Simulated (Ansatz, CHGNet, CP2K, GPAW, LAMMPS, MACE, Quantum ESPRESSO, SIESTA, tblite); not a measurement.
# CP2K runs on amorphous SiO1.9 (78 atoms)

How do the settings of CP2K change the result for amorphous SiO1.9 (78 atoms)? A plane-wave run serves as the yardstick.

Calculated with CP2K 2026.2; the method is named at each step.

## 1. Starting point

The cell holds 78 atoms: 27 Si and 51 O. Its edges and angles: a = 10.502 Å, b = 10.502 Å, c = 10.502 Å, α = 90.0°, β = 90.0°, γ = 90.0°. 78 atoms (27 Si, 51 O) placed at random at 2.26 g/cm³, melted at 5000 K for 10 ps at fixed volume with the Tersoff Si-O potential (Munetoh et al., Comput. Mater. Sci. 39, 334 (2007)). Quenched from 5000 K to 500 K at 20 K/ps and fixed volume, annealed at 2000 K for 50 ps, held 5 ps.

The yardstick, on the same geometry:

* method: Kohn-Sham DFT, PBE, PAW, plane waves (Ansatz 0.2.0); cutoff 420 eV, Γ point, fermi-dirac smearing of 0.05 eV; PAW set soft_2
* r.m.s. force component: 1.36 eV/Å
* longest force: 4.969 eV/Å
* pressure: -1.152 GPa
* SCF cycles: 20
* time: 21 s on 4 threads of Arm Neoverse V1, shared host
* CPU time: 82 s

## 2. PBE, DZVP-UZH, 600/50 Ry, diagonalisation

Method: Kohn-Sham DFT, PBE, GTH-PBE pseudopotentials, Gaussian and plane waves, DZVP-MOLOPT (UZH set), diagonalisation.

Input file input.inp:

```
&GLOBAL
  PROJECT cell
  RUN_TYPE ENERGY_FORCE
  PRINT_LEVEL LOW
&END GLOBAL
&FORCE_EVAL
  METHOD QS
  STRESS_TENSOR ANALYTICAL
  &DFT
    BASIS_SET_FILE_NAME BASIS_MOLOPT_UZH
    POTENTIAL_FILE_NAME POTENTIAL_UZH
    &MGRID
      CUTOFF 600
      REL_CUTOFF 50
      NGRIDS 5
    &END MGRID
    &QS
      EPS_DEFAULT 1.0E-12
    &END QS
    &SCF
      SCF_GUESS ATOMIC
      EPS_SCF 5.0E-06
      MAX_SCF 200
      ADDED_MOS 14
      &DIAGONALIZATION
        ALGORITHM STANDARD
      &END DIAGONALIZATION
      &SMEAR ON
        METHOD FERMI_DIRAC
        ELECTRONIC_TEMPERATURE [K] 580
      &END SMEAR
      &MIXING
        METHOD BROYDEN_MIXING
        ALPHA 0.3
        NBROYDEN 12
      &END MIXING
      &PRINT
        &RESTART OFF
        &END RESTART
      &END PRINT
    &END SCF
    &XC
      &XC_FUNCTIONAL PBE
      &END XC_FUNCTIONAL
    &END XC
    &PRINT
      &MULLIKEN ON
      &END MULLIKEN
      &HIRSHFELD ON
        SHAPE_FUNCTION DENSITY
      &END HIRSHFELD
      &MO ON
        EIGENVALUES T
        OCCUPATION_NUMBERS T
        MO_INDEX_RANGE 196 219
        &EACH
          QS_SCF 0
        &END EACH
        ADD_LAST NUMERIC
      &END MO
    &END PRINT
  &END DFT
  &SUBSYS
    &CELL
      A 10.50180 0.00000 0.00000
      B 0.00000 10.50180 0.00000
      C 0.00000 0.00000 10.50180
    &END CELL
    &TOPOLOGY
      COORD_FILE_NAME structure.xyz
      COORD_FILE_FORMAT XYZ
    &END TOPOLOGY
    &KIND Si
      BASIS_SET DZVP-MOLOPT-PBE-GTH-q4
      POTENTIAL GTH-PBE-q4
    &END KIND
    &KIND O
      BASIS_SET DZVP-MOLOPT-PBE-GTH-q6
      POTENTIAL GTH-PBE-q6
    &END KIND
  &END SUBSYS
  &PRINT
    &FORCES ON
    &END FORCES
    &STRESS_TENSOR ON
    &END STRESS_TENSOR
  &END PRINT
&END FORCE_EVAL
```

Input file structure.xyz:

```xyz
78

Si 1.46490 7.10877 3.02116
Si 2.79516 7.75400 0.25446
Si 4.48154 3.50319 9.10433
Si 1.43098 1.28742 3.22374
Si 8.32971 0.05997 10.36748
Si 0.90547 10.46294 0.34771
Si 9.50024 8.35345 6.15679
Si 1.56109 5.09726 5.52941
Si 8.87633 7.58293 3.16640
Si 7.75852 5.81432 0.77934
Si 4.76488 0.63536 8.35292
Si 9.11934 5.52174 5.05693
Si 7.91311 7.92529 8.79095
Si 3.75649 3.23844 4.23244
Si 9.82548 3.61010 2.47118
Si 1.90933 1.96415 8.49144
Si 8.27941 0.93088 5.61237
Si 7.30348 10.27696 2.79768
Si 8.90826 3.15243 9.94037
Si 3.17690 6.16739 8.00048
Si 4.65597 8.57829 6.61697
Si 5.01829 9.83809 0.78165
Si 10.03888 3.30345 6.91838
Si 4.98468 4.59118 1.51478
Si 6.48570 5.98141 6.66182
Si 5.86273 2.80986 6.61844
Si 1.91910 9.30659 5.18285
O 9.11850 7.27260 4.83188
O 4.32433 4.24525 3.01832
O 7.23122 1.86554 6.54714
O 7.54470 9.31972 9.57029
O 4.88323 2.62156 5.27663
O 8.12188 6.90819 10.21678
O 0.57770 8.85207 6.11898
O 1.58640 0.55586 1.80536
O 5.62214 7.34328 6.09724
O 2.09448 8.29212 3.92400
O 8.50289 1.53515 9.68791
O 2.30735 6.99577 1.61507
O 4.20219 4.97838 8.39251
O 0.97121 2.53177 7.33824
O 7.96372 4.35919 0.03760
O 10.48678 7.68942 2.66147
O 8.36174 6.35873 2.22313
O 9.81855 10.01788 0.31789
O 5.16815 9.97104 7.26378
O 6.84875 6.78017 8.07126
O 9.38588 3.62270 8.36846
O 2.63228 6.70897 9.47903
O 3.44491 9.20913 5.68567
O 5.83816 4.48868 6.96553
O 1.31766 0.11762 4.36444
O 0.93897 1.14753 9.69726
O 9.40111 2.10803 5.90096
O 7.69803 5.28094 5.75730
O 0.31075 2.55110 3.25860
[... 18 atom lines left out ...]
O 7.64878 8.76165 3.20168
O 5.79983 10.30752 2.13460
O 1.79780 9.07461 10.33892
O 5.14494 2.23940 8.05719
```

On the command line:

```
$ OMP_NUM_THREADS=1 mpirun -np 4 cp2k.psmp -i input.inp > output.txt
```

Numbers of over 12 decimals in the logs are rounded to 6 here.

The program printed:

```text
CP2K| version string:                                       CP2K version 2026.2
 CP2K| Input file name                                                 input.inp
 GLOBAL| Basis set file name                                    BASIS_MOLOPT_UZH
 GLOBAL| Potential file name                                       POTENTIAL_UZH
 GLOBAL| Run type                                                   ENERGY_FORCE
 GLOBAL| Total number of message passing processes                             4
 GLOBAL| Number of threads for this process                                    1
 TOTAL NUMBERS AND MAXIMUM NUMBERS
  Total number of            - Atomic kinds:                                   2
                             - Atoms:                                         78
                             - Shell sets:                                    78
                             - Shells:                                       390
                             - Primitive Cartesian functions:                363
                             - Cartesian basis functions:                   1092
                             - Spherical basis functions:                   1014
  Maximum angular momentum of- Orbital basis functions:                        2
                             - Local part of the GTH pseudopotential:          2
                             - Non-local part of the GTH pseudopotential:      2
 SCF PARAMETERS         Density guess:                                    ATOMIC
                        max_scf:                                             200
                        eps_scf:                                        5.00E-06
                        added MOs                                        14    0
                        Mixing method:                            BROYDEN_MIXING
                                                charge density mixing in g-space
                        Smear method:                                FERMI_DIRAC
                        Electronic temperature [K]:                        580.0
                        Electronic temperature [a.u.]:                  1.84E-03
                        Accuracy threshold:                             1.00E-10
 Extrapolation method: initial_guess
 Number of electrons:                                                        414
 Number of occupied orbitals:                                                207
 Number of molecular orbitals:                                               221
 Number of orbital functions:                                               1014
 Number of independent orbital functions:                                   1014
 SCF WAVEFUNCTION OPTIMIZATION
  Step     Update method      Time    Convergence         Total energy    Change
     1 NoMix/Diag. 0.30E+00    3.3     0.99638395      -928.4734882764 -9.28E+02
     2 Broy./Diag. 0.30E+00    4.5     0.43712789      -848.1158051565  8.04E+01
     3 Broy./Diag. 0.30E+00    4.7     0.43401339      -914.3588337932 -6.62E+01
     4 Broy./Diag. 0.30E+00    4.5     0.57915946      -933.4860502082 -1.91E+01
[...]
17 Broy./Diag. 0.30E+00    4.3     0.00007118      -926.6415014878  3.27E-05
    18 Broy./Diag. 0.30E+00    4.3     0.00000441      -926.6415763942 -7.49E-05
  *** SCF run converged in    18 steps ***
  Electronic density on regular grids:       -414.0000000000        0.0000000000
  Core density on regular grids:              413.9999999997       -0.0000000003
  Total charge density on r-space grids:       -0.0000000003
  Total charge density g-space grids:          -0.0000000003
  Overlap energy of the core charge distribution:               5.32163e-07
  Self energy of the core charge distribution:              -2395.601779
  Core Hamiltonian energy:                                    676.418134
  Hartree energy:                                            1008.287482
  Exchange-correlation energy:                               -215.741077
  Electronic entropic energy:                                  -0.00433727
  Fermi energy:                                                 0.197455
  Total energy:                                              -926.641576
  Total energy (extrapolated to T->0):                       -926.639408
 MO| EIGENVALUES AND OCCUPATION NUMBERS
 MO|
 MO|  Index      Eigenvalue [a.u.]        Eigenvalue [eV]             Occupation
 MO|    196               0.024823               0.675476               2.000000
 MO|    197               0.026515               0.721515               2.000000
 MO|    198               0.030231               0.822622               2.000000
[...]
MO|    218               0.257225               6.999461               0.000000
 MO|    219               0.259027               7.048480               0.000000
 MO| Sum:                                                             414.000000
 MO| E(Fermi):            0.197455 a.u.          5.373018 eV
 !-----------------------------------------------------------------------------!
                     Mulliken Population Analysis
 #  Atom  Element  Kind  Atomic population                           Net charge
       1     Si       1          3.005887                              0.994113
       2     Si       1          3.002641                              0.997359
       3     Si       1          3.097363                              0.902637
[...]
77     O        2          6.620217                             -0.620217
      78     O        2          6.525956                             -0.525956
 # Total charge                            414.000000                  0.000000
 !-----------------------------------------------------------------------------!
 !-----------------------------------------------------------------------------!
                           Hirshfeld Charges
  #Atom  Element  Kind  Ref Charge     Population                    Net charge
      1       Si     1       4.000          3.484                         0.516
      2       Si     1       4.000          3.480                         0.520
      3       Si     1       4.000          3.503                         0.497
[...]
77       O      2       6.000          6.303                        -0.303
     78       O      2       6.000          6.168                        -0.168
  Total Charge                                                           -0.000
 !-----------------------------------------------------------------------------!
 ENERGY| Total FORCE_EVAL ( QS ) energy [hartree]           -926.641591
 FORCES| Atomic forces [hartree/bohr]
 FORCES|   Atom     x               y               z               |f|
 FORCES|      1  2.38131625E-02  1.59170641E-02 -9.46200462E-04   2.86585927E-02
 FORCES|      2 -7.07745881E-02 -2.14785683E-03 -3.93431063E-02   8.10033063E-02
 FORCES|      3 -2.24238055E-02  5.68980690E-02  4.31103950E-02   7.48246181E-02
[...]
FORCES|     77 -1.47990137E-02  1.86570867E-02  2.45266198E-02   3.41855637E-02
 FORCES|     78  2.78028493E-02  2.05002118E-02 -1.50549684E-02   3.76816824E-02
 FORCES| Sum    -9.54311070E-03 -2.16446416E-03  1.62530878E-02
 FORCES| Total atomic force                                       1.89715242E-02
 STRESS| Analytical stress tensor [bar]
 STRESS|                        x                   y                   z
 STRESS|      x        3.39038007788E+04   1.39264047495E+04  -1.62700165898E+04
 STRESS|      y        1.39264047495E+04  -2.52754355054E+04  -2.06863670095E+04
 STRESS|      z       -1.62700165898E+04  -2.06863670095E+04  -1.38594129264E+04
 STRESS| 1/3 Trace                                            -1.74368255097E+03
```

Wall time 94 s (4 MPI ranks of Arm Neoverse V1, shared host); peak memory 4.4 GiB.

Banners, paths, timers and routine set-up lines are dropped from the logs unmarked, and long logs keep their key lines alone; longer cuts are marked.

Against the reference:

```
r.m.s. force component                  : 1.357 eV/Å
r.m.s. difference of force components   : 87.86 meV/Å
longest difference of force vectors     : 336.8 meV/Å
force difference over r.m.s. force      : 6.458 %
slope of forces against the reference's : 0.9952
correlation of force components         : 0.9979
pressure                                : -0.1744 GPa
pressure difference                     : 0.9773 GPa
```

Length of the force difference by element (eV/Å):

```
element  atoms  mean  most
      O     51  0.14  0.34
     Si     27  0.13  0.27
```

The surroundings of Si13, which bears the longest force, nearest first, numbered as they follow in the input and with coordinates relative to it.

```
atom      x      y      z  distance (Å)  bonds  Hirshfeld charge (e)     Fx     Fy  Fz (eV/Å)
Si13   0.00   0.00   0.00          0.00      4                  0.58  -1.08  -4.33       1.98
 O73   1.15   0.05  -1.13          1.61      2                 -0.27   0.50  -0.33       0.89
 O31  -0.37   1.39   0.78          1.64      2                 -0.26   0.29   1.13      -0.27
 O47  -1.06  -1.15  -0.72          1.72      2                 -0.29   0.97   0.40       0.36
 O33   0.21  -1.02   1.43          1.76      2                 -0.30   0.78   2.65      -2.37
 Si5   0.42   2.64   1.58          3.10      4                  0.54   1.78  -0.12       2.03
 Si7   1.59   0.43  -2.63          3.11      4                  0.51   1.25   3.42       1.07
Si25  -1.43  -1.94  -2.13          3.22      4                  0.54  -0.55   1.48       1.22
Si10  -0.15  -2.11   2.49          3.27      4                  0.52  -1.60  -0.85       0.58
```

Forces lie 6.5 % from the reference's, at 4.6 times its CPU time.

The forces add up to 0.98 eV/Å instead of zero, usually a sign of too coarse a grid.

## 3. PBE, DZVP-MOLOPT-SR, 600/50 Ry, diagonalisation

Method: Kohn-Sham DFT, PBE, GTH-PBE pseudopotentials, Gaussian and plane waves, DZVP-MOLOPT-SR-GTH, diagonalisation.

Edit input.inp of step 2 so:

```diff
@@ -9,4 +9,4 @@
   &DFT
-    BASIS_SET_FILE_NAME BASIS_MOLOPT_UZH
-    POTENTIAL_FILE_NAME POTENTIAL_UZH
+    BASIS_SET_FILE_NAME BASIS_MOLOPT
+    POTENTIAL_FILE_NAME GTH_POTENTIALS
     &MGRID
@@ -68,8 +68,31 @@
     &END CELL
-    &TOPOLOGY
-      COORD_FILE_NAME structure.xyz
-      COORD_FILE_FORMAT XYZ
-    &END TOPOLOGY
+    &COORD
+      Si 1.46490 7.10877 3.02116
+      Si 2.79516 7.75400 0.25446
+      Si 4.48154 3.50319 9.10433
+      Si 1.43098 1.28742 3.22374
+      Si 8.32971 0.05997 10.36748
+      Si 0.90547 10.46294 0.34771
+      Si 9.50024 8.35345 6.15679
+      Si 1.56109 5.09726 5.52941
+      Si 8.87633 7.58293 3.16640
+      Si 7.75852 5.81432 0.77934
+      Si 4.76488 0.63536 8.35292
+      Si 9.11934 5.52174 5.05693
+      Si 7.91311 7.92529 8.79095
+      Si 3.75649 3.23844 4.23244
+      Si 9.82548 3.61010 2.47118
+      Si 1.90933 1.96415 8.49144
+      Si 8.27941 0.93088 5.61237
+      Si 7.30348 10.27696 2.79768
+      Si 8.90826 3.15243 9.94037
+      Si 3.17690 6.16739 8.00048
+[... 54 atom lines left out ...]
+      O 7.64878 8.76165 3.20168
+      O 5.79983 10.30752 2.13460
+      O 1.79780 9.07461 10.33892
+      O 5.14494 2.23940 8.05719
+    &END COORD
     &KIND Si
-      BASIS_SET DZVP-MOLOPT-PBE-GTH-q4
+      BASIS_SET DZVP-MOLOPT-SR-GTH-q4
       POTENTIAL GTH-PBE-q4
@@ -77,3 +100,3 @@
     &KIND O
-      BASIS_SET DZVP-MOLOPT-PBE-GTH-q6
+      BASIS_SET DZVP-MOLOPT-SR-GTH-q6
       POTENTIAL GTH-PBE-q6
```

The program printed:

```text
CP2K| version string:                                       CP2K version 2026.2
 CP2K| Input file name                                                 input.inp
 GLOBAL| Basis set file name                                        BASIS_MOLOPT
 GLOBAL| Potential file name                                      GTH_POTENTIALS
 GLOBAL| Run type                                                   ENERGY_FORCE
 GLOBAL| Total number of message passing processes                             4
 GLOBAL| Number of threads for this process                                    1
 TOTAL NUMBERS AND MAXIMUM NUMBERS
  Total number of            - Atomic kinds:                                   2
                             - Atoms:                                         78
[... lines left out ...]
                        Smear method:                                FERMI_DIRAC
[... lines left out ...]
 Number of electrons:                                                        414
[... lines left out ...]
  Step     Update method      Time    Convergence         Total energy    Change
[... lines left out ...]
  *** SCF run converged in    18 steps ***
[... lines left out ...]
  Fermi energy:                                                 0.197220
  Total energy:                                              -926.594752
  Total energy (extrapolated to T->0):                       -926.592492
[... lines left out ...]
 MO| E(Fermi):            0.197220 a.u.          5.366616 eV
[... lines left out ...]
 !-----------------------------------------------------------------------------!
 !-----------------------------------------------------------------------------!
                           Hirshfeld Charges
  #Atom  Element  Kind  Ref Charge     Population                    Net charge
      1       Si     1       4.000          3.477                         0.523
      2       Si     1       4.000          3.472                         0.528
      3       Si     1       4.000          3.500                         0.500
[...]
77       O      2       6.000          6.305                        -0.305
     78       O      2       6.000          6.174                        -0.174
  Total Charge                                                           -0.000
 !-----------------------------------------------------------------------------!
 ENERGY| Total FORCE_EVAL ( QS ) energy [hartree]           -926.594779
 FORCES| Atomic forces [hartree/bohr]
 FORCES|   Atom     x               y               z               |f|
 FORCES|      1  2.25488950E-02  1.45481692E-02 -2.02301634E-04   2.68354769E-02
 FORCES|      2 -6.90733467E-02 -2.27864689E-03 -3.96250190E-02   7.96646822E-02
 FORCES|      3 -1.87368245E-02  5.71341320E-02  4.31856975E-02   7.40296029E-02
[...]
FORCES|     77 -1.53385041E-02  1.87380449E-02  2.34216280E-02   3.36891183E-02
 FORCES|     78  2.78366352E-02  1.98643340E-02 -1.52018614E-02   3.74241448E-02
 FORCES| Sum    -9.45336470E-03 -2.02022872E-03  1.58802022E-02
 FORCES| Total atomic force                                       1.85910798E-02
 STRESS| Analytical stress tensor [bar]
 STRESS|                        x                   y                   z
 STRESS|      x        3.54999786987E+04   1.42228092670E+04  -1.63675285616E+04
 STRESS|      y        1.42228092670E+04  -2.25700083592E+04  -1.98810334530E+04
 STRESS|      z       -1.63675285616E+04  -1.98810334530E+04  -8.98230762559E+03
 STRESS| 1/3 Trace                                             1.31588757130E+03
```

Wall time 67 s (4 MPI ranks); peak memory 4.4 GiB.

Numbers from this run, and their distance from the reference:

| Item | Value |
| --- | --- |
| r.m.s. force component | 1.348 eV/Å |
| r.m.s. difference of force components | 126.1 meV/Å |
| longest difference of force vectors | 471.1 meV/Å |
| force difference over r.m.s. force | 9.266 % |
| slope of forces against the reference's | 0.9867 |
| correlation of force components | 0.9957 |
| pressure | 0.1316 GPa |
| pressure difference | 1.283 GPa |

Against the first run (6.5 %), the force difference from the reference is 9.3 %, at 0.72 times the CPU time, with 1014 basis functions against 1014; this set comes with other potentials too, so the change isn't the basis's alone.

The forces add up to 0.96 eV/Å instead of zero, usually a sign of too coarse a grid.

(Part 1 of 2 ends here.)

[Also dropped from logs without a mark: logging warnings of Python, and SIESTA's first energy breakdown and zero terms.]

[Logs are printed without paths, hosts, clocks, repeated set-up lines and the standing remarks that a program may print on its own settings, such as how far it seeks lower states.]

[Hosts, paths, dates, database ids (printed as entryN), source tags and the programs' standing remarks are cut or masked in the printed files.]
